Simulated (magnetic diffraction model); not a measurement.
# TmMgRh: what an assumed order does to the neutron pattern

Space group Cmcm (no. 63), a = 3.6170 Å, b = 17.6310 Å, c = 3.9430 Å.

| site | atom | x | y | z |
| --- | --- | --- | --- | --- |
| 4c | Tm | 0 | 0.5879 | 1/4 |
| 4c | Rh | 0 | 0.9592 | 1/4 |
| 4c | Mg | 0 | 0.7954 | 1/4 |

This is a made-up structure (elements placed in a structure type, unrelaxed), so the numbers test the method and describe no known phase.

Only Tm is taken to order (form factors of Tm3+); orders and moment sizes are assumed, and not adapted to the symmetry. Radiation: neutrons of λ = 2.36 Å, 3° to 90°; isotropic B of 0.15 Å² (Tm), 0.23 Å² (Rh) and 0.36 Å² (Mg). The intensities are simulated: I ∝ L Σ (|F_N|² + |F_M⊥|²) for unpolarised neutrons, with F_M = 2.695 fm/μB × Σ f(s) S exp(2πi Q·r) exp(−B s²) at Q = H ± k (one set where k and −k are equivalent), only the part normal to Q counting and L = 1/(sin²θ cos θ). For collinear order S is the moment m, which repeats by lattice and centring translations R with the sign exp(−2πi k·R). Form factors are spin-only for 3d ions and dipole or tabulated for f ions, scattering lengths are Sears's of 1992, and absorption is left out. A label names one of the reflections at its angle. The strongest nuclear line in the range is 100, and lines under 0.2 are left out.

Assume the order k = (0 0 0), collinear moments along [101], 5.4 μB on Tm; signs + at (0, 0.5879, 1/4), − at (1/2, 0.9121, 3/4).

Q: Where does magnetic intensity appear, and how strong is it?

| 2θ (°) | index | nuclear | magnetic |
| --- | --- | --- | --- |
| 15.38 | (0 2 0) | 34.2 | 395.6 |
| 31.06 | (0 4 0) | 0.7 | 76.7 |
| 34.83 | (0 0 1) | 0.0 | 42.9 |
| 38.27 | (0 2 1) | 0.2 | 17.1 |
| 38.91 | (1 1 0) | 1.1 | 23.1 |
| 45.05 | (1 3 0) | 0.4 | 73.1 |
| 47.35 | (0 4 1) | 17.4 | 24.6 |
| 47.35 | (0 6 0) | 10.4 | 1.5 |
| 53.20 | (1 1 1) | 100.0 | 58.1 |
| 55.72 | (1 5 0) | 79.6 | 7.6 |
| 58.17 | (1 3 1) | 47.4 | 0.6 |
| 60.11 | (0 6 1) | 58.9 | 47.3 |
| 64.75 | (0 8 0) | 11.7 | 23.8 |
| 67.42 | (1 5 1) | 53.0 | 56.5 |
| 69.62 | (1 7 0) | 0.2 | 16.8 |
| 73.53 | (0 0 2) | 48.3 | 0.0 |
| 75.66 | (0 2 2) | 4.1 | 14.7 |
| 75.67 | (0 8 1) | 17.7 | 2.8 |
| 80.27 | (1 7 1) | 5.4 | 29.3 |
| 81.46 | (2 0 0) | 42.7 | 0.0 |
| 81.94 | (0 4 2) | 0.3 | 11.6 |
| 83.53 | (2 2 0) | 3.7 | 14.2 |
| 84.02 | (0 10 0) | 3.5 | 7.4 |
| 86.46 | (1 1 2) | 0.6 | 7.9 |
| 86.47 | (1 9 0) | 2.0 | 24.9 |
| 89.70 | (2 4 0) | 0.2 | 11.0 |

The strongest magnetic line in the range is (0 2 0) at 15.38° (395.6). On top of the Lorentz factor, which all lines share, magnetic lines fade with angle because f falls: for Tm3+ it is 0.97, 0.87, 0.75 and 0.49 at sin θ/λ = 0.1, 0.2, 0.3 and 0.5 Å⁻¹, while nuclear lengths stay constant. The order has no net moment.
